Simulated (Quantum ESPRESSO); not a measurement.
## Magnetic state of CoO from several starts

Aim: find out which collinear order of CoO costs least.

Program: Quantum ESPRESSO 7.5. Level of theory: PBEsol with U = 3.5 eV on Co d (ortho-atomic projectors); plane waves with GBRV 1.5 PBEsol potentials, no spin-orbit coupling. Results are calculated unless marked as measured.

## Step 1: Set-up

The structure is cubic, space group Fm-3m (No. 225). Conventional cell: a = 4.263 Å, b = 4.263 Å, c = 4.263 Å, α = 90.00°, β = 90.00°, γ = 90.00°. Nearest to Co lie 6 O at 2.13 Å. Nearest to O lie 6 Co at 2.13 Å. Farther neighbours and most contacts between anions are not listed.

The cell comes from the Crystallography Open Database.

## Step 2: Run 1, typed as ferro +

The signs are those of the starting moments on the seeded atoms, the atoms that are given a moment.

File pw.in:

```
&CONTROL
  calculation = 'scf'
  prefix = 'pwscf'
  outdir = './tmp'
  pseudo_dir = './pseudo'
  disk_io = 'nowf'
/
&SYSTEM
  ibrav = 0
  celldm(1) = 8
  nat = 2
  ntyp = 2
  ecutwfc = 40
  ecutrho = 280
  nbnd = 20
  occupations = 'smearing'
  smearing = 'fd'
  degauss = 0.00367493
  nspin = 2
  starting_magnetization(1) = 0.1765
  starting_magnetization(2) = 0
/
&ELECTRONS
  conv_thr = 4d-09
  electron_maxstep = 150
  mixing_beta = 0.3
/
ATOMIC_SPECIES
Co     58.9332 co_pbesol_v1.2.uspp.F.UPF
O      15.9990 o_pbesol_v1.2.uspp.F.UPF
CELL_PARAMETERS alat
   0.0000000000000    0.5034939043300    0.5034939043300
   0.5034939043300    0.0000000000000    0.5034939043300
   0.5034939043300    0.5034939043300    0.0000000000000
ATOMIC_POSITIONS crystal
Co      0.0000000000    0.0000000000    0.0000000000
O       0.5000000000    0.5000000000    0.5000000000
K_POINTS automatic
10 10 10 0 0 0
HUBBARD {ortho-atomic}
U Co-3d 3.5000
```

Launch:

```sh
$ OMP_NUM_THREADS=1 mpirun -n 4 pw.x -nk 4 -in pw.in > pw.out
```

The program printed:

```text
Program PWSCF v.7.5 starts

     Message from routine setup:
     using ibrav=0 with symmetry is DISCOURAGED, use correct ibrav instead

     K-points division:     npool     =       4
     Subspace diagonalization in iterative solution of the eigenvalue problem:

     G-vector sticks info
     --------------------
     sticks:   dense  smooth     PW     G-vecs:    dense   smooth      PW
     Sum         637     361    121                10417     4477     893

     Using Slab Decomposition

     bravais-lattice index     =            0
     lattice parameter (alat)  =       8.0000  a.u.
     unit-cell volume          =     130.7021 (a.u.)^3
     number of atoms/cell      =            2
     number of atomic types    =            2
     number of electrons       =        23.00
     number of Kohn-Sham states=           20
     kinetic-energy cutoff     =      40.0000  Ry
     charge density cutoff     =     280.0000  Ry
     scf convergence threshold =      4.0E-09
     mixing beta               =       0.3000
     number of iterations used =            8  plain     mixing
     Exchange-correlation= SLA  PW   PSX  PSC
                           (   1   4  10   8   0   0   0)
     Hubbard projectors: ortho-atomic
     Hubbard parameters of DFT+U (Dudarev formulation) in eV:
     U(Co-3d) =  3.5000

     Internal variables: lda_plus_u =T, lda_plus_u_kind = 0

     Internal variables: orbital_resolved =F, hub_pot_fix =F, apply_U = F

     celldm(1)=   8.000000  celldm(2)=   0.000000  celldm(3)=   0.000000
     celldm(4)=   0.000000  celldm(5)=   0.000000  celldm(6)=   0.000000

     crystal axes: (cart. coord. in units of alat)
               a(1) = (   0.000000   0.503494   0.503494 )
               a(2) = (   0.503494   0.000000   0.503494 )
               a(3) = (   0.503494   0.503494   0.000000 )

     reciprocal axes: (cart. coord. in units 2 pi/alat)
               b(1) = ( -0.993061  0.993061  0.993061 )
               b(2) = (  0.993061 -0.993061  0.993061 )
               b(3) = (  0.993061  0.993061 -0.993061 )

     PseudoPot. # 1 for Co read from file:
     co_pbesol_v1.2.uspp.F.UPF
     Pseudo is Ultrasoft + core correction, Zval = 17.0
     Generated by new atomic code, or converted to UPF format
     Using radial grid of  863 points,  6 beta functions with:
                l(1) =   0
                l(2) =   0
                l(3) =   1
                l(4) =   1
                l(5) =   2
                l(6) =   2
     Q(r) pseudized with  8 coefficients,  rinner =    1.200   1.200   1.200
                                                       1.200   1.200

     PseudoPot. # 2 for O  read from file:
     o_pbesol_v1.2.uspp.F.UPF
     Pseudo is Ultrasoft + core correction, Zval =  6.0
     Generated by new atomic code, or converted to UPF format
     Using radial grid of  737 points,  5 beta functions with:
                l(1) =   0
                l(2) =   0
                l(3) =   1
                l(4) =   1
                l(5) =   2
     Q(r) pseudized with  8 coefficients,  rinner =    0.900   0.900   0.900
                                                       0.900   0.900

     atomic species   valence    mass     pseudopotential
     Co               17.00    58.93320     Co( 1.00)
     O                 6.00    15.99900     O ( 1.00)

     Starting magnetic structure
     atomic species   magnetization
     Co              0.176
     O               0.000

     48 Sym. Ops., with inversion, found

   Cartesian axes

     site n.     atom                  positions (alat units)
         1        Co     tau(   1) = (   0.0000000   0.0000000   0.0000000  )
         2        O      tau(   2) = (   0.5034939   0.5034939   0.5034939  )

     number of k points=    47  Fermi-Dirac smearing, width (Ry)=  0.0037
                       cart. coord. in units 2pi/alat
        k(    1) = (   0.0000000   0.0000000   0.0000000), wk =   0.0010000
        k(    2) = (   0.0993061   0.0993061  -0.0993061), wk =   0.0080000
        k(    3) = (   0.1986121   0.1986121  -0.1986121), wk =   0.0080000
        k(    4) = (   0.2979182   0.2979182  -0.2979182), wk =   0.0080000
        k(    5) = (   0.3972243   0.3972243  -0.3972243), wk =   0.0080000
        [... 42 further k-points ...]

     Dense  grid:    10417 G-vectors     FFT dimensions: (  32,  32,  32)

     Smooth grid:     4477 G-vectors     FFT dimensions: (  24,  24,  24)

     Check: negative core charge=   -0.000039
     Generating pointlists ...
     new r_m :   0.2077 (alat units)  1.6615 (a.u.) for type    1
     new r_m :   0.2077 (alat units)  1.6615 (a.u.) for type    2

     Initial potential from superposition of free atoms

     starting charge      22.0000, renormalised to      23.0000

     STARTING HUBBARD OCCUPATIONS:

     =================== HUBBARD OCCUPATIONS ===================
     ------------------------ ATOM    1 ------------------------
     Tr[ns(  1)] (up, down, total) =   5.00000  2.00000  7.00000
     Atomic magnetic moment for atom   1 =   3.00000
     [... lines left out ...]
     Number of occupied Hubbard levels =    7.0000

     Atomic wfc used for Hubbard projectors are orthogonalized

     Starting wfcs are   17 randomized atomic wfcs +    3 random wfcs

     Self-consistent Calculation

     iteration #  1     ecut=    40.00 Ry     beta= 0.30
     Davidson diagonalization with overlap
     ethr =  1.00E-02,  avg # of iterations =  4.9

     =================== HUBBARD OCCUPATIONS ===================
     ------------------------ ATOM    1 ------------------------
     Tr[ns(  1)] (up, down, total) =   4.63271  0.90556  5.53827
     Atomic magnetic moment for atom   1 =   3.72715
     [... lines left out ...]
     Number of occupied Hubbard levels =    5.5383

     total energy              =    -328.47898355 Ry
     estimated scf accuracy    <       6.15727385 Ry

     total magnetization       =     3.67 Bohr mag/cell
     absolute magnetization    =     3.76 Bohr mag/cell

     iteration #  2     ecut=    40.00 Ry     beta= 0.30
     Davidson diagonalization with overlap
     ethr =  1.00E-02,  avg # of iterations =  2.0

     total energy              =    -329.43724015 Ry
     estimated scf accuracy    <       5.34679504 Ry

     total magnetization       =     0.99 Bohr mag/cell
     absolute magnetization    =     1.02 Bohr mag/cell

     iteration #  3     ecut=    40.00 Ry     beta= 0.30
     Davidson diagonalization with overlap
     ethr =  1.00E-02,  avg # of iterations =  1.1

     total energy              =    -330.27209219 Ry
     estimated scf accuracy    <       0.21092886 Ry

     total magnetization       =     3.03 Bohr mag/cell
     absolute magnetization    =     3.05 Bohr mag/cell

     [... further iterations left out ...]

     iteration # 11     ecut=    40.00 Ry     beta= 0.30
     Davidson diagonalization with overlap
     ethr =  4.50E-08,  avg # of iterations =  1.0

     total energy              =    -330.30385504 Ry
     estimated scf accuracy    <       0.00000023 Ry

     total magnetization       =     3.00 Bohr mag/cell
     absolute magnetization    =     3.02 Bohr mag/cell

     iteration # 12     ecut=    40.00 Ry     beta= 0.30
     Davidson diagonalization with overlap
     ethr =  1.01E-09,  avg # of iterations =  1.9

     total energy              =    -330.30385507 Ry
     estimated scf accuracy    <       0.00000015 Ry

     total magnetization       =     3.00 Bohr mag/cell
     absolute magnetization    =     3.02 Bohr mag/cell

     iteration # 13     ecut=    40.00 Ry     beta= 0.30
     Davidson diagonalization with overlap
     ethr =  6.39E-10,  avg # of iterations =  1.1

     total energy              =    -330.30385510 Ry
     estimated scf accuracy    <          4.3E-09 Ry

     total magnetization       =     3.00 Bohr mag/cell
     absolute magnetization    =     3.02 Bohr mag/cell

     iteration # 14     ecut=    40.00 Ry     beta= 0.30
     Davidson diagonalization with overlap
     ethr =  1.86E-11,  avg # of iterations =  2.0

     Magnetic moment per site  (integrated on atomic sphere of radius R)
     atom   1 (R=0.208)  charge= 14.5895  magn=  2.6106
     atom   2 (R=0.208)  charge=  5.7644  magn=  0.2833

     End of self-consistent calculation

     =================== HUBBARD OCCUPATIONS ===================
     ------------------------ ATOM    1 ------------------------
     Tr[ns(  1)] (up, down, total) =   4.97524  2.30965  7.28490
     Atomic magnetic moment for atom   1 =   2.66559
     [... lines left out ...]
     Number of occupied Hubbard levels =    7.2849

     [... lines left out ...]
     the Fermi energy is    13.1062 ev

!    total energy              =    -330.30385510 Ry
     estimated scf accuracy    <          1.7E-09 Ry
     smearing contrib. (-TS)   =      -0.00254932 Ry
     internal energy E=F+TS    =    -330.30130578 Ry

     The total energy is F=E-TS. E is the sum of the following terms:
     one-electron contribution =    -182.78319038 Ry
     hartree contribution      =     104.49494497 Ry
     xc contribution           =     -39.56680743 Ry
     ewald contribution        =    -212.56286172 Ry
     Hubbard energy            =       0.11660878 Ry

     total magnetization       =     3.00 Bohr mag/cell
     absolute magnetization    =     3.02 Bohr mag/cell

     convergence has been achieved in  14 iterations

=------------------------------------------------------------------------------=
   JOB DONE.
=------------------------------------------------------------------------------=
```

Elapsed: 5.9 s, on 4 MPI ranks of Arm Neoverse V2, shared host; peak memory 0.26 GiB.

Spin moment in the atom's sphere by atom:

| atom | spin moment in the atom's sphere (μB) |
| --- | --- |
| Co1 | 2.61 |
| O2 | 0.28 |

Numbers from this step:

* smearing term TS: 0.03469 eV
* magnetization: 2.996 μB
* absolute magnetization: 3.025 μB
* final state: ferromagnetic

## Step 3: Run 2 (antiferro q=(0,1/2,1/2) +−)

This order needs a doubled cell of 4 atoms. The wavevector q is in fractions of the reciprocal vectors of the crystal's primitive cell, as the cells of these inputs are built from it; moments change sign between cells as cos(2π q·R).

File pw.in:

```
&CONTROL
  calculation = 'scf'
  prefix = 'pwscf'
  outdir = './tmp'
  pseudo_dir = './pseudo'
  disk_io = 'nowf'
/
&SYSTEM
  ibrav = 0
  celldm(1) = 8
  nat = 4
  ntyp = 3
  ecutwfc = 40
  ecutrho = 280
  nbnd = 32
  occupations = 'smearing'
  smearing = 'fd'
  degauss = 0.00367493
  nspin = 2
  starting_magnetization(1) = 0.1765
  starting_magnetization(2) = -0.1765
  starting_magnetization(3) = 0
/
&ELECTRONS
  conv_thr = 8d-09
  electron_maxstep = 150
  mixing_beta = 0.3
/
ATOMIC_SPECIES
Co1    58.9332 co_pbesol_v1.2.uspp.F.UPF
Co2    58.9332 co_pbesol_v1.2.uspp.F.UPF
O      15.9990 o_pbesol_v1.2.uspp.F.UPF
CELL_PARAMETERS alat
   0.0000000000000    0.5034939043300    0.5034939043300
   1.0069878086600    0.0000000000000    1.0069878086600
   1.0069878086600    0.5034939043300    0.5034939043300
ATOMIC_POSITIONS crystal
Co1     0.0000000000    0.0000000000    0.0000000000
Co2     0.0000000000    0.5000000000    0.0000000000
O       0.5000000000    0.0000000000    0.5000000000
O       0.5000000000    0.5000000000    0.5000000000
K_POINTS automatic
10 5 10 0 0 0
HUBBARD {ortho-atomic}
U Co1-3d 3.5000
U Co2-3d 3.5000
```

The program printed:

```text
[banner, memory and clock lines left out]
Program PWSCF v.7.5 starts

     Message from routine setup:
     using ibrav=0 with symmetry is DISCOURAGED, use correct ibrav instead

     bravais-lattice index     =            0
     lattice parameter (alat)  =       8.0000  a.u.
     unit-cell volume          =     261.4042 (a.u.)^3
     number of atoms/cell      =            4
     number of atomic types    =            3
     number of electrons       =        46.00
     number of Kohn-Sham states=           32
     kinetic-energy cutoff     =      40.0000  Ry
     charge density cutoff     =     280.0000  Ry
     scf convergence threshold =      8.0E-09
     mixing beta               =       0.3000
     number of iterations used =            8  plain     mixing
     Exchange-correlation= SLA  PW   PSX  PSC
                           (   1   4  10   8   0   0   0)
     Hubbard projectors: ortho-atomic
     Hubbard parameters of DFT+U (Dudarev formulation) in eV:
     U(Co1-3d) =  3.5000
     U(Co2-3d) =  3.5000

     Internal variables: lda_plus_u =T, lda_plus_u_kind = 0

     Internal variables: orbital_resolved =F, hub_pot_fix =F, apply_U = F

     celldm(1)=   8.000000  celldm(2)=   0.000000  celldm(3)=   0.000000
     celldm(4)=   0.000000  celldm(5)=   0.000000  celldm(6)=   0.000000

     crystal axes: (cart. coord. in units of alat)
               a(1) = (   0.000000   0.503494   0.503494 )
               a(2) = (   1.006988   0.000000   1.006988 )
               a(3) = (   1.006988   0.503494   0.503494 )

     reciprocal axes: (cart. coord. in units 2 pi/alat)
               b(1) = ( -0.993061  0.993061  0.993061 )
               b(2) = ( -0.000000 -0.993061  0.993061 )
               b(3) = (  0.993061  0.993061 -0.993061 )

     PseudoPot. # 1 for Co read from file:
     co_pbesol_v1.2.uspp.F.UPF
     Pseudo is Ultrasoft + core correction, Zval = 17.0

     PseudoPot. # 2 for Co read from file:
     co_pbesol_v1.2.uspp.F.UPF
     Pseudo is Ultrasoft + core correction, Zval = 17.0

     PseudoPot. # 3 for O  read from file:
     o_pbesol_v1.2.uspp.F.UPF
     Pseudo is Ultrasoft + core correction, Zval =  6.0

     atomic species   valence    mass     pseudopotential
     Co1              17.00    58.93320     Co( 1.00)
     Co2              17.00    58.93320     Co( 1.00)
     O                 6.00    15.99900     O ( 1.00)

     Starting magnetic structure
     atomic species   magnetization
     Co1             0.176
     Co2            -0.176
     O               0.000

     16 Sym. Ops., with inversion, found

   Cartesian axes

     site n.     atom                  positions (alat units)
         1        Co1    tau(   1) = (   0.0000000   0.0000000   0.0000000  )
         2        Co2    tau(   2) = (   0.5034939   0.0000000   0.5034939  )
         3        O      tau(   3) = (   0.5034939   0.5034939   0.5034939  )
         4        O      tau(   4) = (   1.0069878   0.5034939   1.0069878  )

     number of k points=    63  Fermi-Dirac smearing, width (Ry)=  0.0037
                       cart. coord. in units 2pi/alat
        k(    1) = (   0.0000000   0.0000000   0.0000000), wk =   0.0020000
        k(    2) = (   0.0993061   0.0993061  -0.0993061), wk =   0.0160000
        k(    3) = (   0.1986121   0.1986121  -0.1986121), wk =   0.0160000
        k(    4) = (   0.2979182   0.2979182  -0.2979182), wk =   0.0160000
        k(    5) = (   0.3972243   0.3972243  -0.3972243), wk =   0.0160000
        [... 58 further k-points ...]

     Dense  grid:    20743 G-vectors     FFT dimensions: (  32,  64,  54)

     Smooth grid:     8933 G-vectors     FFT dimensions: (  24,  45,  40)

     Check: negative core charge=   -0.000039
     Generating pointlists ...
     new r_m :   0.2077 (alat units)  1.6615 (a.u.) for type    1
     new r_m :   0.2077 (alat units)  1.6615 (a.u.) for type    2
     new r_m :   0.2077 (alat units)  1.6615 (a.u.) for type    3

     Initial potential from superposition of free atoms

     starting charge      44.0000, renormalised to      46.0000

     STARTING HUBBARD OCCUPATIONS:

     =================== HUBBARD OCCUPATIONS ===================
     ------------------------ ATOM    1 ------------------------
     Tr[ns(  1)] (up, down, total) =   5.00000  2.00000  7.00000
     Atomic magnetic moment for atom   1 =   3.00000
     [... lines left out ...]
     ------------------------ ATOM    2 ------------------------
     Tr[ns(  2)] (up, down, total) =   2.00000  5.00000  7.00000
     Atomic magnetic moment for atom   2 =  -3.00000
     [... lines left out ...]
     Number of occupied Hubbard levels =   14.0000

     Atomic wfc used for Hubbard projectors are orthogonalized

     Starting wfcs are   34 randomized atomic wfcs

     Self-consistent Calculation

     iteration #  1     ecut=    40.00 Ry     beta= 0.30
     Davidson diagonalization with overlap
     ethr =  1.00E-02,  avg # of iterations =  2.8

     =================== HUBBARD OCCUPATIONS ===================
     ------------------------ ATOM    1 ------------------------
     Tr[ns(  1)] (up, down, total) =   4.60335  0.89038  5.49373
     Atomic magnetic moment for atom   1 =   3.71298
     [... lines left out ...]
     ------------------------ ATOM    2 ------------------------
     Tr[ns(  2)] (up, down, total) =   0.88948  4.60391  5.49339
     Atomic magnetic moment for atom   2 =  -3.71443
     [... lines left out ...]
     Number of occupied Hubbard levels =   10.9871

     total energy              =    -656.89829961 Ry
     estimated scf accuracy    <      12.29110876 Ry

     total magnetization       =    -0.00 Bohr mag/cell
     absolute magnetization    =     7.63 Bohr mag/cell

     iteration #  2     ecut=    40.00 Ry     beta= 0.30
     Davidson diagonalization with overlap
     ethr =  1.00E-02,  avg # of iterations =  2.6

     total energy              =    -658.86937684 Ry
     estimated scf accuracy    <      10.83584055 Ry

     total magnetization       =    -0.00 Bohr mag/cell
     absolute magnetization    =     2.07 Bohr mag/cell

     [... further iterations left out ...]

     iteration # 24     ecut=    40.00 Ry     beta= 0.30
     Davidson diagonalization with overlap
     ethr =  1.10E-10,  avg # of iterations =  1.0

     total energy              =    -660.59950800 Ry
     estimated scf accuracy    <       0.00000002 Ry

     total magnetization       =     0.00 Bohr mag/cell
     absolute magnetization    =     5.21 Bohr mag/cell

     iteration # 25     ecut=    40.00 Ry     beta= 0.30
     Davidson diagonalization with overlap
     ethr =  4.93E-11,  avg # of iterations =  1.0

     Magnetic moment per site  (integrated on atomic sphere of radius R)
     atom   1 (R=0.208)  charge= 14.6214  magn=  2.4261
     atom   2 (R=0.208)  charge= 14.6215  magn= -2.4260
     atom   3 (R=0.208)  charge=  5.7407  magn= -0.0504
     atom   4 (R=0.208)  charge=  5.7407  magn=  0.0504

     End of self-consistent calculation

     =================== HUBBARD OCCUPATIONS ===================
     ------------------------ ATOM    1 ------------------------
     Tr[ns(  1)] (up, down, total) =   4.92017  2.42439  7.34456
     Atomic magnetic moment for atom   1 =   2.49578
     [... lines left out ...]
     ------------------------ ATOM    2 ------------------------
     Tr[ns(  2)] (up, down, total) =   2.42444  4.92018  7.34463
     Atomic magnetic moment for atom   2 =  -2.49574
     [... lines left out ...]
     Number of occupied Hubbard levels =   14.6892

     Number of k-points >= 100: set verbosity='high' to print the bands.

     the Fermi energy is    12.9992 ev

!    total energy              =    -660.59950799 Ry
     estimated scf accuracy    <          2.7E-09 Ry
     smearing contrib. (-TS)   =      -0.00561657 Ry
     internal energy E=F+TS    =    -660.59389143 Ry

     The total energy is F=E-TS. E is the sum of the following terms:
     one-electron contribution =    -366.06383497 Ry
     hartree contribution      =     209.49294606 Ry
     xc contribution           =     -79.12016842 Ry
     ewald contribution        =    -425.12572344 Ry
     Hubbard energy            =       0.22288935 Ry

     total magnetization       =     0.00 Bohr mag/cell
     absolute magnetization    =     5.21 Bohr mag/cell

     convergence has been achieved in  25 iterations
```

Elapsed: 62 s, on 4 MPI ranks; peak memory 0.45 GiB; 4.1 min of CPU time.

Spin moment in the atom's sphere by atom:

```
atom  spin moment in the atom's sphere (μB)
 Co1                                   2.43
 Co2                                  -2.43
  O3                                  -0.05
  O4                                   0.05
```

Numbers from this step:

- smearing term TS: 0.07642 eV
- magnetization: 0 μB
- absolute magnetization: 5.211 μB
- final state: antiferromagnetic

(Part 1 of 2 ends here.)

[Logs and program files are shortened in this print: banners, set-up blocks, solver, clock and traceback lines can be left out without a mark of their own.]

[Logs are printed without paths, hosts, clocks, repeated set-up lines and the standing remarks that a program may print on its own settings, such as how far it seeks lower states.]

[Hosts, paths, dates, database ids (printed as entryN), source tags and the programs' standing remarks are cut or masked in the printed files.]

[Where a cell is said to come from a database of computed structures, the database is the Materials Project.]
